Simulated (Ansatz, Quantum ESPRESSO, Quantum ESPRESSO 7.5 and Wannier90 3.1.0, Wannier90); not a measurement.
# armchair graphene ribbon, 9 dimer lines: Wannier functions and conductance

Wanted: localised orbitals and the quantum conductance of this wire: armchair graphene ribbon, 9 dimer lines.

Method: plane-wave DFT, PBE, GBRV ultrasoft pseudopotentials (cross-check by Ansatz 0.2.0 with PAW datasets), in Quantum ESPRESSO 7.5 and Wannier90 3.1.0.

## 1. Set-up

The cell holds 22 atoms: 18 C and 4 H. Cell: a = 19.726 Å, b = 9.000 Å, c = 4.260 Å, α = 90.0°, β = 90.0°, γ = 90.0°. It derives from C. Vacuum lies along a and b. The structure's axis is c.

## 2. Self-consistent run

Contents of scf.in:

```
&control
  prefix = 'scf'
  outdir = './out'
  pseudo_dir = './pseudo'
  calculation = 'scf'
  tprnfor = .true.
/
&system
  ibrav = 0
  nat = 22
  ntyp = 2
  ecutwfc = 34
  ecutrho = 170
  occupations = 'smearing'
  smearing = 'mv'
  degauss = 0.005
/
&electrons
  conv_thr = 1e-07
  mixing_beta = 0.4
  electron_maxstep = 120
  mixing_mode = 'local-TF'
/
ATOMIC_SPECIES
  C   12.0110  c_pbe_v1.2.uspp.F.UPF
  H   1.0080  h_pbe_v1.4.uspp.F.UPF
CELL_PARAMETERS angstrom
  19.72598396724130 0.00000000000000 0.00000000000000
  0.00000000000000 9.00000000000000 0.00000000000000
  0.00000000000000 0.00000000000000 4.26000000000000
ATOMIC_POSITIONS crystal
  C   -0.187025815000 0.000000000000 0.000000000000
  C   -0.062341938000 0.000000000000 0.000000000000
  C   0.062341938000 0.000000000000 0.000000000000
  C   0.187025815000 0.000000000000 0.000000000000
  H   -0.297221776000 0.000000000000 0.038732394400
  H   0.297221776000 0.000000000000 0.038732394400
  C   -0.249367753000 0.000000000000 0.166666666700
  C   -0.124683876000 0.000000000000 0.166666666700
  C   0.000000000000 0.000000000000 0.166666666700
  C   0.124683876000 0.000000000000 0.166666666700
  C   0.249367753000 0.000000000000 0.166666666700
  C   -0.249367753000 0.000000000000 0.500000000000
  C   -0.124683876000 0.000000000000 0.500000000000
  C   0.000000000000 0.000000000000 0.500000000000
  C   0.124683876000 0.000000000000 0.500000000000
  C   0.249367753000 0.000000000000 0.500000000000
  H   -0.297221776000 0.000000000000 0.627934272300
  H   0.297221776000 0.000000000000 0.627934272300
  C   -0.187025815000 0.000000000000 0.666666666700
  C   -0.062341938000 0.000000000000 0.666666666700
  C   0.062341938000 0.000000000000 0.666666666700
  C   0.187025815000 0.000000000000 0.666666666700
K_POINTS automatic
  1 1 16 0 0 0
```

On the command line:

```console
$ OMP_NUM_THREADS=1 mpirun -n 4 pw.x -nk 1 -in scf.in > scf.out
```

Log:

```text
Program PWSCF v.7.5 starts
[citation notice left out]

     Parallel version (MPI & OpenMP), running on       4 processor cores
     Number of MPI processes:                 4
     Threads/MPI process:                     1

     MPI processes distributed on     1 nodes
[...]
Current dimensions of program PWSCF are:
     Max number of different atomic species (ntypx) = 10
     Max number of k-points (npk) =  40000
     Max angular momentum in pseudopotentials (lmaxx) =  4
     Message from routine setup:
     using ibrav=0 with symmetry is DISCOURAGED, use correct ibrav instead

     R & G space division:  proc/nbgrp/npool/nimage =       4
     Subspace diagonalization in iterative solution of the eigenvalue problem:
     a serial algorithm will be used

     Parallelization info
     --------------------
     sticks:   dense  smooth     PW     G-vecs:    dense   smooth      PW
     Min        2144    1715    485                47760    34153    5170
     Max        2146    1716    486                47761    34154    5171
     Sum        8581    6861   1941               191041   136613   20683

     Using Slab Decomposition

     bravais-lattice index     =            0
     lattice parameter (alat)  =      37.2767  a.u.
     unit-cell volume          =    5103.7264 (a.u.)^3
     number of atoms/cell      =           22
     number of atomic types    =            2
     number of electrons       =        76.00
     number of Kohn-Sham states=           46
     kinetic-energy cutoff     =      34.0000  Ry
     charge density cutoff     =     170.0000  Ry
     scf convergence threshold =      1.0E-07
     mixing beta               =       0.4000
     number of iterations used =            8  local-TF  mixing
     Exchange-correlation=  SLA  PW   PBX  PBC
                           (   1   4   3   4   0   0   0)

     celldm(1)=  37.276707  celldm(2)=   0.000000  celldm(3)=   0.000000
     celldm(4)=   0.000000  celldm(5)=   0.000000  celldm(6)=   0.000000

     crystal axes: (cart. coord. in units of alat)
               a(1) = (   1.000000   0.000000   0.000000 )
               a(2) = (   0.000000   0.456251   0.000000 )
               a(3) = (   0.000000   0.000000   0.215959 )

     reciprocal axes: (cart. coord. in units 2 pi/alat)
               b(1) = (  1.000000  0.000000  0.000000 )
               b(2) = (  0.000000  2.191776  0.000000 )
               b(3) = (  0.000000  0.000000  4.630513 )

     PseudoPot. # 1 for C  read from file:
     ./pseudo/c_pbe_v1.2.uspp.F.UPF
     Pseudo is Ultrasoft + core correction, Zval =  4.0
     Generated by new atomic code, or converted to UPF format
     Using radial grid of  721 points,  4 beta functions with:
                l(1) =   0
                l(2) =   0
                l(3) =   1
                l(4) =   1
     Q(r) pseudized with  8 coefficients,  rinner =    1.100   1.100   1.100

     PseudoPot. # 2 for H  read from file:
     ./pseudo/h_pbe_v1.4.uspp.F.UPF
     Pseudo is Ultrasoft, Zval =  1.0
     Generated by new atomic code, or converted to UPF format
     Using radial grid of  615 points,  2 beta functions with:
                l(1) =   0
                l(2) =   0
     Q(r) pseudized with  8 coefficients,  rinner =    0.700

     atomic species   valence    mass     pseudopotential
     C                 4.00    12.01100     C ( 1.00)
     H                 1.00     1.00800     H ( 1.00)

      8 Sym. Ops., with inversion, found ( 4 have fractional translation)

   Cartesian axes

     site n.     atom                  positions (alat units)
         1        C      tau(   1) = (  -0.1870258   0.0000000   0.0000000  )
         2        C      tau(   2) = (  -0.0623419   0.0000000   0.0000000  )
         3        C      tau(   3) = (   0.0623419   0.0000000   0.0000000  )
         4        C      tau(   4) = (   0.1870258   0.0000000   0.0000000  )
         5        H      tau(   5) = (  -0.2972218   0.0000000   0.0083646  )
         6        H      tau(   6) = (   0.2972218   0.0000000   0.0083646  )
         7        C      tau(   7) = (  -0.2493678   0.0000000   0.0359931  )
         8        C      tau(   8) = (  -0.1246839   0.0000000   0.0359931  )
         9        C      tau(   9) = (   0.0000000   0.0000000   0.0359931  )
        10        C      tau(  10) = (   0.1246839   0.0000000   0.0359931  )
        11        C      tau(  11) = (   0.2493678   0.0000000   0.0359931  )
        12        C      tau(  12) = (  -0.2493678   0.0000000   0.1079794  )
        13        C      tau(  13) = (  -0.1246839   0.0000000   0.1079794  )
        14        C      tau(  14) = (   0.0000000   0.0000000   0.1079794  )
        15        C      tau(  15) = (   0.1246839   0.0000000   0.1079794  )
        16        C      tau(  16) = (   0.2493678   0.0000000   0.1079794  )
        17        H      tau(  17) = (  -0.2972218   0.0000000   0.1356079  )
        18        H      tau(  18) = (   0.2972218   0.0000000   0.1356079  )
        19        C      tau(  19) = (  -0.1870258   0.0000000   0.1439725  )
        20        C      tau(  20) = (  -0.0623419   0.0000000   0.1439725  )
        21        C      tau(  21) = (   0.0623419   0.0000000   0.1439725  )
        22        C      tau(  22) = (   0.1870258   0.0000000   0.1439725  )

     number of k points=     9  Marzari-Vanderbilt smearing, width (Ry)=  0.0050
                       cart. coord. in units 2pi/alat
        k(    1) = (   0.0000000   0.0000000   0.0000000), wk =   0.1250000
        k(    2) = (   0.0000000   0.0000000   0.2894070), wk =   0.2500000
        k(    3) = (   0.0000000   0.0000000   0.5788141), wk =   0.2500000
        k(    4) = (   0.0000000   0.0000000   0.8682211), wk =   0.2500000
        k(    5) = (   0.0000000   0.0000000   1.1576282), wk =   0.2500000
        k(    6) = (   0.0000000   0.0000000   1.4470352), wk =   0.2500000
        k(    7) = (   0.0000000   0.0000000   1.7364423), wk =   0.2500000
        k(    8) = (   0.0000000   0.0000000   2.0258493), wk =   0.2500000
        k(    9) = (   0.0000000   0.0000000  -2.3152563), wk =   0.1250000

     Dense  grid:   191041 G-vectors     FFT dimensions: ( 160,  72,  36)

     Smooth grid:   136613 G-vectors     FFT dimensions: ( 144,  64,  30)

     Estimated max dynamical RAM per process >     138.43 MB

     Estimated total dynamical RAM >     553.71 MB

     Initial potential from superposition of free atoms

     starting charge      75.9992, renormalised to      76.0000

     negative rho (up, down):  5.522E-05 0.000E+00
     Starting wfcs are   76 randomized atomic wfcs

[...]
total energy              =    -211.45070138 Ry
     estimated scf accuracy    <       0.00195505 Ry

     iteration # 10     ecut=    34.00 Ry     beta= 0.40
[...]
negative rho (up, down):  1.881E-02 0.000E+00

[...]
total energy              =    -211.45087405 Ry
     estimated scf accuracy    <       0.00036912 Ry

     iteration # 11     ecut=    34.00 Ry     beta= 0.40
[...]
negative rho (up, down):  3.452E-03 0.000E+00

[...]
total energy              =    -211.45057813 Ry
     estimated scf accuracy    <       0.00014011 Ry

     iteration # 12     ecut=    34.00 Ry     beta= 0.40
[...]
negative rho (up, down):  3.789E-03 0.000E+00

[...]
total energy              =    -211.45060499 Ry
     estimated scf accuracy    <       0.00003736 Ry

     iteration # 13     ecut=    34.00 Ry     beta= 0.40
[...]
negative rho (up, down):  1.342E-03 0.000E+00

[...]
total energy              =    -211.45056597 Ry
     estimated scf accuracy    <       0.00001616 Ry

     iteration # 14     ecut=    34.00 Ry     beta= 0.40
[...]
negative rho (up, down):  1.314E-03 0.000E+00

[...]
total energy              =    -211.45056941 Ry
     estimated scf accuracy    <       0.00000949 Ry

     iteration # 15     ecut=    34.00 Ry     beta= 0.40
[...]
negative rho (up, down):  1.194E-03 0.000E+00

[...]
total energy              =    -211.45056930 Ry
     estimated scf accuracy    <       0.00000181 Ry

     iteration # 16     ecut=    34.00 Ry     beta= 0.40
[...]
negative rho (up, down):  1.178E-03 0.000E+00

[...]
total energy              =    -211.45057027 Ry
     estimated scf accuracy    <       0.00000064 Ry

     iteration # 17     ecut=    34.00 Ry     beta= 0.40
[...]
negative rho (up, down):  1.120E-03 0.000E+00

[...]
End of self-consistent calculation

          k = 0.0000 0.0000 0.0000 ( 17149 PWs)   bands (ev):

   -20.8712 -20.2780 -19.3470 -18.1356 -16.6843 -15.6208 -15.1397 -15.0958
   -14.6273 -14.2660 -14.1933 -14.0419 -13.1874 -11.8535 -11.8496 -11.4609
   -10.6878 -10.3244 -10.1618  -9.2774  -8.9493  -8.6913  -8.6696  -8.2833
    -8.2492  -7.2453  -7.1119  -7.0730  -5.8934  -5.7972  -5.6932  -4.8808
    -4.8234  -4.3046  -3.6491  -2.9581  -2.6452  -1.8651  -1.1976  -0.4124
    -0.2619   0.1024   1.3043   1.3726   1.7030   1.7067

          k = 0.0000 0.0000 0.2894 ( 17147 PWs)   bands (ev):

   -20.8481 -20.2551 -19.3243 -18.1135 -16.6646 -15.9520 -15.4314 -15.1310
   -14.6686 -14.2614 -13.8444 -13.7005 -13.3396 -12.0459 -11.7126 -11.2801
   -10.6980 -10.4122  -9.9979  -9.2648  -8.9217  -8.7919  -8.5570  -8.2562
    -8.2162  -7.2193  -7.1668  -7.0417  -5.8705  -5.7899  -5.7656  -4.9383
    -4.8753  -4.2918  -3.8014  -3.1332  -2.6883  -2.1872  -0.8815  -0.3952
    -0.0699   0.2866   1.3208   1.3355   1.7346   1.7378

          k = 0.0000 0.0000 0.5788 ( 17123 PWs)   bands (ev):

   -20.7788 -20.1862 -19.2564 -18.0475 -16.6114 -16.5039 -15.9760 -15.1841
   -15.1433 -13.6567 -13.6084 -13.3583 -13.2346 -12.4029 -11.4070 -10.9393
   -10.8519 -10.3929  -9.6341  -9.2959  -8.9576  -8.8389  -8.3325  -8.1748
    -8.0996  -7.4068  -7.1414  -6.8964  -5.9676  -5.8059  -5.8018  -5.1164
    -5.0243  -4.2549  -4.1872  -3.5541  -2.8150  -2.7074  -0.3781  -0.3402
     0.4004   0.7676   1.1769   1.4292   1.8295   1.8307

          k = 0.0000 0.0000 0.8682 ( 17115 PWs)   bands (ev):

   -20.6634 -20.0717 -19.1433 -17.9380 -17.0787 -16.5298 -16.5076 -15.7009
   -15.2133 -13.9404 -13.1612 -12.8773 -12.7520 -12.5891 -11.2930 -10.9458
   -10.5024 -10.0890  -9.5751  -9.2419  -8.8700  -8.7013  -8.1524  -8.0395
    -7.9305  -7.6692  -7.0121  -6.7830  -6.2629  -5.9074  -5.6885  -5.4190
    -5.2534  -4.6908  -4.1960  -4.0754  -3.2459  -3.0159  -0.2408   0.1379
     0.9697   1.0013   1.4246   1.5849   1.9877   2.8425

          k = 0.0000 0.0000 1.1576 ( 17077 PWs)   bands (ev):

   -20.5022 -19.9115 -18.9856 -17.7861 -17.6193 -17.0596 -16.3952 -16.1845
   -15.4034 -14.0723 -13.3774 -12.7179 -12.1191 -11.9848 -11.6762 -10.3990
   -10.1919  -9.9423  -9.5955  -8.9533  -8.5672  -8.5093  -8.2151  -7.9303
    -7.8508  -7.5650  -6.8320  -6.8171  -6.5748  -6.1281  -5.8321  -5.5412
    -5.5319  -5.2325  -4.6218  -4.1241  -3.7754  -3.2755  -0.0923   0.6403
     0.7412   1.6534   1.8021   2.1743   2.2091   2.4952

          k = 0.0000 0.0000 1.4470 ( 17069 PWs)   bands (ev):

   -20.2953 -19.7062 -18.7836 -18.1257 -17.6169 -17.5322 -16.6967 -16.2007
   -15.7075 -14.0365 -13.7580 -12.4964 -12.1534 -11.3412 -11.3262 -10.3828
    -9.8308  -9.7481  -9.0726  -8.7079  -8.5789  -8.2637  -8.2151  -7.7371
    -7.6096  -7.4136  -7.1665  -6.7570  -6.6021  -6.4656  -6.3180  -5.8678
    -5.7731  -5.3352  -5.1585  -4.2878  -4.0445  -3.5746   0.1068   0.5026
     1.1507   2.0798   2.1121   2.3212   2.4936   2.9679

[...]
the Fermi energy is    -1.5315 ev

!    total energy              =    -211.45057051 Ry
     estimated scf accuracy    <       0.00000006 Ry
     smearing contrib. (-TS)   =       0.00000000 Ry
     internal energy E=F+TS    =    -211.45057051 Ry

     The total energy is F=E-TS. E is the sum of the following terms:
     one-electron contribution =   -1191.28071849 Ry
     hartree contribution      =     609.53650226 Ry
     xc contribution           =     -68.14898338 Ry
     ewald contribution        =     438.44262910 Ry

     convergence has been achieved in  17 iterations

     negative rho (up, down):  1.120E-03 0.000E+00

     Forces acting on atoms (cartesian axes, Ry/au):

     atom    1 type  1   force =    -0.01814754    0.00000000    0.02867028
     atom    2 type  1   force =     0.00966515    0.00000000   -0.00461290
     atom    3 type  1   force =    -0.00966515    0.00000000   -0.00461290
     atom    4 type  1   force =     0.01814754    0.00000000    0.02867028
     atom    5 type  2   force =    -0.00143101    0.00000000    0.00873637
     atom    6 type  2   force =     0.00143101    0.00000000    0.00873637
     atom    7 type  1   force =     0.02054393    0.00000000    0.07906404
     atom    8 type  1   force =    -0.01339545    0.00000000    0.00082973
     atom    9 type  1   force =     0.00000000    0.00000000   -0.01191622
     atom   10 type  1   force =     0.01339545    0.00000000    0.00082973
     atom   11 type  1   force =    -0.02054393    0.00000000    0.07906404
     atom   12 type  1   force =     0.02054393   -0.00000000   -0.07906404
     atom   13 type  1   force =    -0.01339545    0.00000000   -0.00082973
     atom   14 type  1   force =     0.00000000    0.00000000    0.01191622
     atom   15 type  1   force =     0.01339545    0.00000000   -0.00082973
     atom   16 type  1   force =    -0.02054393    0.00000000   -0.07906404
     atom   17 type  2   force =    -0.00143101    0.00000000   -0.00873637
     atom   18 type  2   force =     0.00143101    0.00000000   -0.00873637
     atom   19 type  1   force =    -0.01814754    0.00000000   -0.02867028
     atom   20 type  1   force =     0.00966515    0.00000000    0.00461290
     atom   21 type  1   force =    -0.00966515    0.00000000    0.00461290
     atom   22 type  1   force =     0.01814754    0.00000000   -0.02867028

     Total force =     0.181865     Total SCF correction =     0.000479

[...]
=------------------------------------------------------------------------------=
   JOB DONE.
=------------------------------------------------------------------------------=
```

Run time: 59 s. Hardware: 4 MPI ranks of Arm Neoverse V2, shared host; peak memory 0.61 GiB.

This step gave:

```
free energy  : -2876.9316 eV
Fermi energy : -1.532 eV
```

The program's own clock; routines nest. Time by routine:

```
     routine  wall time (s)  calls
       PWSCF          58.63      1
   electrons          56.04      1
     c_bands          45.89     17
     cegterg          44.94    153
       h_psi           29.4    868
        fftw          21.66  43820
    vloc_psi          20.18    868
      calbec           6.63   1057
    sum_band           6.41     17
h_psi:calbec           4.58    868
  add_vuspsi           4.54    868
       s_psi            4.5    868
     mix_rho           2.69     17
    init_run           1.82      1
```

The run needed 17 iterations to bring the estimated error under 1e-07 Ry; the largest force on any atom, held or free, is 2.10 eV/Å.

(Continued in part 2 of 6.)

[Logs are printed without paths, hosts, clocks, repeated set-up lines and the standing remarks that a program may print on its own settings, such as how far it seeks lower states.]

[Hosts, paths, dates, database ids (printed as entryN), source tags and the programs' standing remarks are cut or masked in the printed files.]

[Maps of the electrostatic potential energy from Ansatz leave out the sawtooth potential of an applied field or a dipole correction, so their vacuum need not be flat; planar profiles and work functions include it.]
